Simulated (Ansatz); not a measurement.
# Quasiparticle gap of MoS2 (P6_3/mmc)

Aim: the quasiparticle gap of MoS2 (P6_3/mmc), starting from PBE.

Main program and level: Ansatz 0.2.0; PBE, then G0W0 on it, plane waves, PAW.

The database entry behind the starting cell differs from later determinations by our own check (about 0.3 % long), so it need not match the best structure at ambient conditions.

## (1) Set-up

The structure is hexagonal, space group P6_3/mmc (No. 194). Conventional cell: a = 3.169 Å, b = 3.169 Å, c = 12.324 Å, α = 90.00°, β = 90.00°, γ = 120.00°. Mo has 6 S at 2.41 Å nearest. Nearest to S lie 3 Mo at 2.41 Å. Farther neighbours and most contacts between anions are not listed.

Structure file:

```cif
data_structure
_symmetry_space_group_name_H-M 'P6_3/mmc'
_symmetry_Int_Tables_number 194
_cell_length_a 3.1690
_cell_length_b 3.1690
_cell_length_c 12.3240
_cell_angle_alpha 90.000
_cell_angle_beta 90.000
_cell_angle_gamma 120.000
_cell_volume 107.18
loop_
_atom_site_label
_atom_site_type_symbol
_atom_site_symmetry_multiplicity
_atom_site_Wyckoff_symbol
_atom_site_fract_x
_atom_site_fract_y
_atom_site_fract_z
_atom_site_occupancy
Mo1 Mo 2 c 0.33333 0.66667 0.25000 1
S1 S 4 f 0.33333 0.66667 0.62300 1
```

The cell and positions come from the Crystallography Open Database and are kept as given unless a step says otherwise. The default PAW set here is soft_2. Its files were made with PBE.

## (2) Bands along the symmetry lines

Levels along a band path and on the mesh show where this functional puts the band edges.

This step: DFT, PBE, plane waves, PAW.

Contents of input.yaml:

```yaml
crystal:
  lattice:
    - [3.169, 0.0, 0.0]
    - [-1.5845, 2.7444345046, 0.0]
    - [0.0, 0.0, 12.324]
  atoms:
    - { symbol: Mo, position: [0.3333333333, 0.6666666667, 0.25] }
    - { symbol: Mo, position: [0.6666666667, 0.3333333333, 0.75] }
    - { symbol: S, position: [0.3333333333, 0.6666666667, 0.623] }
    - { symbol: S, position: [0.6666666667, 0.3333333333, 0.123] }
    - { symbol: S, position: [0.3333333333, 0.6666666667, 0.877] }
    - { symbol: S, position: [0.6666666667, 0.3333333333, 0.377] }
kpoints:
  mp_grid: { grid: [12, 12, 2] }
  band_path:
    path:
      - [[0.0, 0.0, 0.0], [0.4999999999995, 6.480728614831e-13, 0.0], [0.333333333333, 0.3333333333343, 0.0], [0.0, 0.0, 0.0], [0.0, 0.0, 0.5], [0.4999999999995, 6.480728614831e-13, 0.5], [0.333333333333, 0.3333333333343, 0.5], [0.0, 0.0, 0.5]]
      - [[0.4999999999995, 6.480728614831e-13, 0.5], [0.4999999999995, 6.480728614831e-13, 0.0]]
      - [[0.333333333333, 0.3333333333343, 0.5], [0.333333333333, 0.3333333333343, 0.0]]
    npoints: 10
hamiltonian:
  xc: pbe
scf:
  occupations: { method: fermi_dirac, width: 0.02 }
  n_extra_bands: 6
output:
  forces: true
  stress: true
  eigenvalues: true
  write_density: true
  write_potential: true
  elf: true
  volumetric_format: npy
```

Command:

```bash
$ ansatz run input.yaml --threads 3 --pin off --max-ram 64512MiB --backend cuda --events-out ev --progress --plain --runs-dir out --devices 1 --max-vram 24GiB  # rebuilt from the run's record
```

Numbers of over 12 decimals in the logs are rounded to 6 here.

Log:

```text
scf.n_extra_bands = 6 over 26 filled bands (N_el = 52.0): the run solves 32 bands
GPUs: using 1 of 1 available (devices: 1).
Engine: ansatz 0.2.0, x86_64-unknown-linux-gnu
Pseudopotentials: kind: paw
Pseudopotential: Mo, paw, valence charge 14, recommended cutoff 420 eV (normal), Mo.paw.azcp
Pseudopotential: S, paw, valence charge 6, recommended cutoff 420 eV (normal), S.paw.azcp
Functional definition: PBE
  parameter kappa = 0.804
  parameter beta = 0.066725
  exchange = pbe_x(kappa = kappa, mu = beta*pi^2/3)
  correlation = pbe_c(beta = beta)
device memory: the entry about to start is reckoned to put 2.7 GiB on a device that reports 77.0 GiB free (of which the cap on the GPU budget leaves the run 24.0 GiB)
GPU FFT provider: cuFFT
GPU libraries: cuBLAS 13.8.1, cuFFT 12.4.0, cuSOLVER 12.3.2
Crystal: 6 atoms, lattice volume = 107.183 Å³
Basis set: ecut = 420 eV, 2081 PW (Γ), exchange–correlation on 48×48×180 points (8 copies of the dense FFT grid, shifted against one another)
Bands: 32, of which v1, the nominal top of the filled ones, is band 26 counted from 1 (25 counted from 0)
Symmetry: 24 space group operations
Space group: P63/mmc (ITA 194), of the structure as read, at distance tolerance 4.8e-5 Å
k-points: 38 of 288
Non-local potential: Mo, projectors of the file, l = 0: 3, l = 1: 2, l = 2: 2, l = 3: 1
Non-local potential: S, projectors of the file, l = 0: 2, l = 1: 2, l = 2: 2
PAW form: soft (Blöchl's): semilocal exchange-correlation on the pseudo side does not see the compensation charge
PAW one-centre angular grid: Mo, 590 points (default); XC on 64 Gauss nodes
PAW one-centre angular grid: S, 110 points (default); XC on 64 Gauss nodes
Initial density: superposition of atomic densities (neutral atoms: chi_scale 0, normalization atom), corrected by the library's trained network
Initial wavefunctions: pseudopotential atomic-orbital guess
GPU buffer pool allocated for 51840 grid points (all kernels)
GPU transforms: local potential and band sums: pruned to the plane-wave sphere, on 24×24×90
Functional: x = pbe(κ = 0.804, μ = 0.219515), c = pbe(β = 0.066725)
SCF iter   1: F=—  HF=-13525.527430 eV  |F-HF|=—  |Δ(HF+E_count)|=         —  Δρ=5.48e-3  dr2=7.50e-3  ethr=1.77e-3  ⟨swp⟩=7.6  Hψ=5526  notcnv=0
preconditioner: auto → Resta (q_TF=auto, 2.418 Å⁻¹)  ε∞=8.7  [insulator: Δε(μ)=0.887 eV  Ē_g=7.750 eV  σ=0.020 eV  W_gap=1.00  n_scr=26 (ndim 8)  ℏωp=21.5 eV  f_vac=0.016  D(μ)=0.00/eV (n_scr^D=0)  ε∞_Penn≈8.7]
SCF iter   2: F=—  HF=-13525.536178 eV  |F-HF|=—  |Δ(HF+E_count)|=   8.75e-3  Δρ=3.13e-3  dr2=2.37e-3  ethr=1.44e-5  ⟨swp⟩=2.0  Hψ=2413  notcnv=0  defer=19
SCF iter   3: F=—  HF=-13525.540950 eV  |F-HF|=—  |Δ(HF+E_count)|=   4.77e-3  Δρ=5.08e-4  dr2=6.55e-4  ethr=4.56e-6  ⟨swp⟩=2.0  Hψ=1990  notcnv=0  defer=19
SCF iter   4: F=—  HF=-13525.540893 eV  |F-HF|=—  |Δ(HF+E_count)|=   5.78e-5  Δρ=1.15e-4  dr2=9.79e-6  ethr=1.26e-6  ⟨swp⟩=2.1  Hψ=1553  notcnv=0  defer=19
SCF iter   5: F=—  HF=-13525.541070 eV  |F-HF|=—  |Δ(HF+E_count)|=   1.77e-4  Δρ=4.30e-5  dr2=1.54e-6  ethr=1.88e-8  ⟨swp⟩=2.0  Hψ=1703  notcnv=0  defer=19
SCF iter   6: F=-13525.541072 eV  HF=-13525.541072 eV  |F-HF|=2.52e-8  |Δ(HF+E_count)|=   1.57e-6  Δρ=8.18e-6  dr2=8.29e-8  ethr=1.92e-10  ⟨swp⟩=9.6  Hψ=10539  notcnv=0
SCF 1 converged in 6 iterations: F = -13525.541072 eV  dr2 = 8.29e-8
  greatest PAW one-centre occupation: 0.998 electrons in one spin orbital (limit 2), on the Mo atom at site 1 (counted from 0), in its partial waves of l = 0
device memory: the entry about to start is reckoned to put 4.1 GiB on a device that reports 74.9 GiB free (of which the cap on the GPU budget leaves the run 24.0 GiB)
NSCF: frozen V_eff on 93 k-points, pencils in batches of 32, up to order 144
SCF converged after 6 iterations
Free energy (F): -13525.541072 eV
Harris-Foulkes:  -13525.541072 eV  (|F-HF|=2.52e-8)
Internal energy: -13525.541072 eV  (E = F + TS)
E sigma→0 (E₀):  -13525.541072 eV
Fermi energy:    11.321628 eV
--- Per-component energies (eV) ---
  E_band       = -312.452811
  E_kinetic    = 1312.077966
  E_local      = -3923.160332  (includes V_loc(G=0)·N_el)
  E_nonlocal   = 398.372582
  E_hartree    = 1508.572759
  E_xc         = -757.135164
  E_vxc        = -810.202186  (∫ρ·V_xc dr)
  E_paw        = -8803.052519  (= ΣΔE_a)
  E_vpaw       = -306.676693  (= ΣTr[D̂ρ^β])
  E_aug_tail   = 0.000083  (compensation charges beyond the density's cutoff)
  E_ewald      = -3261.216446
  E_smearing   = -0.000000  (= −TS)
  E_closure    = 0.000000  (closes the sum)
  Σ components = -13525.541072   (vs F -13525.541072, Δ=0.00e0)
--- Forces (eV/Å), atoms counted from 1 ---
  atom   1  Mo    -0.00000000    -0.00000000     0.00000000
  atom   2  Mo     0.00000000     0.00000000     0.00000000
  atom   3  S      0.00000000     0.00000000     0.06541419
  atom   4  S     -0.00000000    -0.00000000     0.06541419
  atom   5  S     -0.00000000     0.00000000    -0.06541419
  atom   6  S     -0.00000000    -0.00000000    -0.06541419
  max |Σ_I F_I| component: 7.29e-17 eV/Å
--- Stress (GPa, compression-positive) ---
        1.850048       0.000000       0.000000
        0.000000       1.850048      -0.000000
        0.000000      -0.000000       2.268797
  P = ⅓ Tr σ = 1.9896 GPa (19.896 kbar)
--- Band table (eV; the first three rows and the last of 38) ---
  k-point 0: bands = [... 22 lower, 8.7672, 9.7122, 9.7501, 10.8974, 12.9945, 12.9945, 13.0225, 13.0225, ... 2 higher]
  k-point 1: bands = [... 22 lower, 8.7439, 8.7439, 10.6308, 10.6308, 12.9999, 12.9999, 12.9999, 12.9999, ... 2 higher]
  k-point 2: bands = [... 22 lower, 8.8483, 9.7596, 9.8535, 10.6930, 12.8779, 12.9186, 12.9824, 13.0320, ... 2 higher]
  k-point 37: bands = [... 22 lower, 8.0259, 8.0259, 10.2004, 10.2004, 11.9460, 11.9460, 13.1987, 13.1987, ... 2 higher]
```

Elapsed: 6.3 s, on 1 × NVIDIA H100 80GB HBM3 (shared by 3 runs) with 3 threads of AMD EPYC 7R13 (Zen 3), shared host; peak memory 1.1 GiB; 3.8 s of CPU time.

In the SCF lines HF is the Harris–Foulkes energy and dr2 the Hartree energy of the density residual, in eV; the loop may stop once dr2 is under the threshold and the program's other checks hold. Hψ counts applications of the Hamiltonian.

This step gave:

```
pressure             : 1.990 GPa
filled bands         : 26
gap                  : 0.8845 eV
valence top at       : Γ
conduction bottom at : k = (0.167, 0.167, 0.000)
least direct gap     : 1.654 eV
```

Over mesh and path the gap is 0.884 eV, from k = Γ to k = (0.167, 0.167, 0.000). The least direct gap found is 1.654 eV, at k = (0.333, 0.333, 0.000).

The electronic bands at the labelled points (eV, zero at the top of the highest nominally filled band):

```csv
point,band 23,band 24,band 25,band 26,band 27,band 28,band 29,band 30
Γ,-2.13,-1.19,-1.15,0.00,2.10,2.10,2.13,2.13
halfway,-2.30,-1.60,-1.49,-1.36,1.21,1.59,1.80,2.04
M,-1.73,-1.53,-1.40,-1.28,1.60,1.64,2.00,2.26
halfway,-2.78,-2.34,-1.09,-0.91,1.44,1.56,2.30,2.41
K,-2.70,-2.70,-0.77,-0.61,1.05,1.05,1.84,2.83
halfway,-1.80,-1.59,-1.49,-1.46,0.88,1.62,1.71,1.80
Γ,-2.13,-1.19,-1.15,0.00,2.10,2.10,2.13,2.13
halfway,-2.14,-1.84,-0.63,-0.06,2.10,2.10,2.12,2.12
A,-2.15,-2.15,-0.27,-0.27,2.10,2.10,2.10,2.10
halfway,-2.05,-2.05,-1.38,-1.38,1.55,1.55,1.69,1.69
L,-1.63,-1.63,-1.33,-1.33,1.62,1.62,2.14,2.14
halfway,-2.60,-2.60,-0.99,-0.99,1.50,1.50,2.33,2.33
H,-2.87,-2.87,-0.70,-0.70,1.05,1.05,2.30,2.30
halfway,-1.75,-1.75,-1.47,-1.47,1.22,1.22,1.81,1.81
A,-2.15,-2.15,-0.27,-0.27,2.10,2.10,2.10,2.10
jump to L,-1.63,-1.63,-1.33,-1.33,1.62,1.62,2.14,2.14
halfway,-1.70,-1.56,-1.38,-1.29,1.60,1.63,2.04,2.22
M,-1.73,-1.53,-1.40,-1.28,1.60,1.64,2.00,2.26
jump to H,-2.87,-2.87,-0.70,-0.70,1.05,1.05,2.30,2.30
halfway,-2.77,-2.77,-0.75,-0.64,1.05,1.05,1.97,2.68
K,-2.70,-2.70,-0.77,-0.61,1.05,1.05,1.84,2.83
```

Electrostatic potential energy in the ac plane at fractional y = 0.333, with atoms of Mo and S within 0.2 Å of it. With pseudopotentials it is smooth inside the atoms' cores, unlike the true potential.

Values in eV, 24 rows by 16 columns, each cell a mean:
```
 15  15  14  14  14  15  15  15  15  15  15  15  15  15  15  15
 12  11  10  10  10  11  13  14  14  15  15  15  15  15  14  13
  8   5   3   2   4   7  10  12  13  13  13  13  13  13  12  11
  8   7   5   5   6   7   9   9   8   6   5   4   5   7   9   9
  7   9  10  10  10   8   3  -5 -17 -28 -32 -32 -29 -21  -9   1
  1   8  10  11   9   4  -8 -28 -45 -46 -46 -46 -46 -45 -35 -14
  3   8  10  11   9   5  -4 -21 -39 -45 -45 -45 -45 -41 -27  -9
  8   9   9   9   9   8   7   3  -4 -11 -15 -16 -12  -6   1   6
  8   5   3   2   4   7   9  10  11  10  10  10  10  11  11  10
 10   7   5   4   6   8  11  12  14  14  14  14  14  14  13  12
 13  13  12  12  12  13  14  14  15  15  15  15  15  15  15  14
 15  15  15  15  15  15  15  15  15  15  15  15  15  15  15  15
 15  15  15  15  15  15  14  14  13  11  11  10  11  12  13  14
 12  14  14  15  14  13  10   4  -5 -13 -17 -17 -15  -8   2   9
  9  12  13  13  13  10   3 -12 -27 -26 -19 -18 -24 -28 -18  -1
  8  10  11  11  11   9   5  -6 -20 -26 -25 -24 -26 -23 -11   2
  7   5   4   3   4   6   7   7   4   0  -3  -3  -1   3   6   7
  1  -4  -8  -9  -6  -1   4   7   9  10  11  11  11  10   8   6
  3  -1  -4  -5  -3   1   5   8   9   9   9   9   9   9   8   6
  8   8   8   7   8   8   7   3  -4 -12 -16 -16 -13  -7   1   6
  8  11  12  12  12   9   3 -12 -26 -26 -21 -20 -25 -28 -17   0
 10  13  14  14  13  11   5  -7 -22 -26 -23 -23 -25 -24 -12   2
 13  14  15  15  15  14  12  10   5   0  -3  -4  -1   3   8  12
 15  15  15  15  15  15  15  15  14  14  14  14  14  14  15  15
```
Columns run along a (3.2 Å; values clipped at the 3rd and 97th percentile), rows up along c (12.3 Å). Atoms in or near the plane, at fractional coordinates: Mo at (0.67, 0.75), S at (0.67, 0.12), S at (0.67, 0.38).

Valence density in the ac plane at fractional y = 0.333, with atoms of Mo and S within 0.2 Å of it. It is the smooth field of the valence electrons, not physical close to the nuclei.

Values in e/Å³, 24 rows by 16 columns, each cell a mean:
```
0.1 0.1 0.1 0.1 0.1 0.1 0.1 0.1 0.0 0.0 0.0 0.0 0.0 0.0 0.0 0.1
0.2 0.3 0.3 0.3 0.3 0.2 0.2 0.1 0.1 0.1 0.1 0.1 0.1 0.1 0.1 0.1
0.4 0.5 0.5 0.6 0.5 0.4 0.3 0.3 0.2 0.2 0.1 0.1 0.1 0.2 0.2 0.3
0.4 0.5 0.5 0.5 0.5 0.5 0.4 0.4 0.4 0.4 0.4 0.4 0.4 0.3 0.3 0.4
0.4 0.4 0.3 0.3 0.3 0.4 0.5 0.8 1.4 2.3 2.9 3.0 2.5 1.7 0.9 0.5
0.5 0.3 0.2 0.2 0.3 0.4 0.8 2.1 4.1 5.9 6.4 6.4 6.2 4.8 2.7 1.1
0.4 0.3 0.3 0.3 0.3 0.4 0.7 1.6 3.2 4.9 5.7 5.8 5.2 3.8 2.1 0.9
0.4 0.4 0.4 0.4 0.4 0.4 0.4 0.5 0.7 1.1 1.4 1.4 1.2 0.8 0.5 0.4
0.4 0.5 0.6 0.6 0.5 0.5 0.4 0.3 0.3 0.2 0.2 0.2 0.2 0.3 0.3 0.4
0.3 0.4 0.5 0.5 0.4 0.4 0.3 0.2 0.1 0.1 0.1 0.1 0.1 0.1 0.2 0.2
0.1 0.2 0.2 0.2 0.2 0.2 0.1 0.1 0.1 0.1 0.0 0.0 0.0 0.1 0.1 0.1
0.1 0.1 0.1 0.1 0.1 0.1 0.1 0.1 0.1 0.1 0.1 0.1 0.1 0.1 0.0 0.0
0.1 0.0 0.0 0.0 0.0 0.1 0.1 0.1 0.2 0.3 0.3 0.3 0.3 0.2 0.2 0.1
0.2 0.1 0.1 0.1 0.1 0.2 0.3 0.5 0.8 0.9 1.0 1.0 1.0 0.8 0.6 0.4
0.4 0.2 0.2 0.1 0.2 0.3 0.6 0.9 1.1 0.9 0.5 0.4 0.8 1.1 1.0 0.7
0.4 0.3 0.2 0.2 0.3 0.4 0.6 0.9 1.1 1.0 0.8 0.8 1.0 1.1 1.0 0.7
0.4 0.4 0.4 0.4 0.4 0.4 0.4 0.5 0.6 0.7 0.7 0.7 0.7 0.6 0.5 0.5
0.5 0.6 0.8 0.9 0.8 0.6 0.4 0.3 0.3 0.3 0.3 0.3 0.3 0.3 0.3 0.4
0.4 0.5 0.7 0.7 0.6 0.5 0.4 0.4 0.4 0.4 0.4 0.4 0.4 0.4 0.4 0.4
0.4 0.3 0.3 0.3 0.3 0.4 0.5 0.7 0.8 0.9 0.9 0.9 0.9 0.9 0.7 0.5
0.4 0.3 0.2 0.2 0.2 0.4 0.6 0.9 1.1 0.9 0.5 0.4 0.8 1.1 1.0 0.7
0.3 0.2 0.1 0.1 0.2 0.3 0.5 0.8 1.0 1.0 0.9 0.8 1.0 1.1 0.9 0.6
0.1 0.1 0.1 0.1 0.1 0.1 0.2 0.3 0.5 0.7 0.8 0.8 0.7 0.6 0.4 0.2
0.1 0.0 0.0 0.0 0.0 0.0 0.1 0.1 0.1 0.1 0.2 0.2 0.2 0.1 0.1 0.1
```
Columns run along a (3.2 Å), rows up along c (12.3 Å). Atoms in or near the plane, at fractional coordinates: Mo at (0.67, 0.75), S at (0.67, 0.12), S at (0.67, 0.38).

(Part 1 of 2 ends here.)

[Paths, hosts, dates, memory and timing lines, banners, echoed tables and standing remarks are left out of the program output.]

[Logs are printed without paths, hosts, clocks, repeated set-up lines and the standing remarks that a program may print on its own settings, such as how far it seeks lower states.]

[Runs of the session that timed out or met a known fault of the program may be left out.]

[Cells called generated may have been cut or substituted from an entry of the Crystallography Open Database or the Materials Project.]

[Hosts, paths, dates, database ids (printed as entryN), source tags and the programs' standing remarks are cut or masked in the printed files.]

[Where an RPA ε∞ is given, it is that of the G0W0 mesh and is not shown converged in it. Names of k-points follow the symmetry that the program found, which can be lower than the space group named. Band edges on a path are those of the sampled points; other points can move an edge, and change direct to indirect where valleys lie close.]

[Hybrid gaps are those of their k-mesh and are not shown converged in it.]
